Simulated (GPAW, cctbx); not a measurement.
# By hand: from a DFT structure factor to an extinction distance in Ti2W

Ti2W, P6_222 (no. 180), a = 4.9263 Å, b = 4.9263 Å, c = 7.1325 Å, α = 90.00°, β = 90.00°, γ = 120.00°.

```csv
atom,mult.,x,y,z
W1,3,0,1/2,1/6
Ti1,6,0.3409,0.1705,1/6
```

The cell comes from substitution in a known structure type and wasn't matched to any measured phase.

A DFT run (GPAW, PBE, 450 eV, 6×6×4 k-points (along the axes of the calculation cell), Fermi–Dirac width 0.1 eV) gives the static X-ray structure factor of 111 as 184.191 e for the conventional cell; superposed free atoms give 184.819 e. **Problem.** Find the Fourier component V of the crystal potential and the two-beam extinction distance at 120 kV in both cases.

### 1. Geometry

The cell volume is Ω = 149.91 Å³ and d(111) = 2.3282 Å, so g = 1/d = 0.4295 Å⁻¹.

### 2. The nuclei

Electrons feel nuclei as well as electrons, so the nuclear charges are summed with the same phases.

Phase sums Σ exp(2πi h·x), turned so that the total is real and positive: W +2.000, Ti +3.995. Then F_Z = 74 × (+2.000) + 22 × (+3.995) = 235.89 e. The electron term has the same sign for this reflection.

### 3. Mott–Bethe

Poisson's equation, term by term, gives V = (e/4πε₀)(F_Z − F)/(πΩg²), with e/4πε₀ = 14.3996 V Å.

The prefactor is 14.3996 × 2.3282²/(π × 149.91) = 0.16574 V per electron. Free atoms: (235.89 − 184.819) × 0.16574 = 8.464 V. Crystal: (235.89 − 184.191) × 0.16574 = 8.568 V. F changes by -0.34 % and V by +1.2 %: the same 0.63 e is measured against F_Z − F = 51.1 e in place of F = 184.8 e.

### 4. Extinction distance

In the two-beam case ξ = 1/(λU) with U = 2γm₀eV/h², that is ξ = 150.41 V Å²/(γλV).

At 120 kV, λ = 0.03349 Å and γ = 1.2348. Free atoms: ξ = 430 Å. Crystal: ξ = 424 Å. The thickness fringes go as sin²(πt/ξ), so the two patterns slip by a quarter of a period when t|1/ξ₁ − 1/ξ₀| = 1/4, at t ≈ 874 nm, thicker than usual samples. Thermal motion, absorption and many-beam coupling, left out here, change a real pattern.

### 5. Answer

V(111) is 8.57 V against 8.46 V, and ξ is 424 against 430 Å. Limits: static atoms, two beams.

[Outputs are excerpts: Python notices, other lines and further rows are left out; steps that failed or that the build refused (PBEsol, TPSS) are not shown.]

[Logs are printed without paths, hosts, clocks, repeated set-up lines and the standing remarks that a program may print on its own settings, such as how far it seeks lower states.]
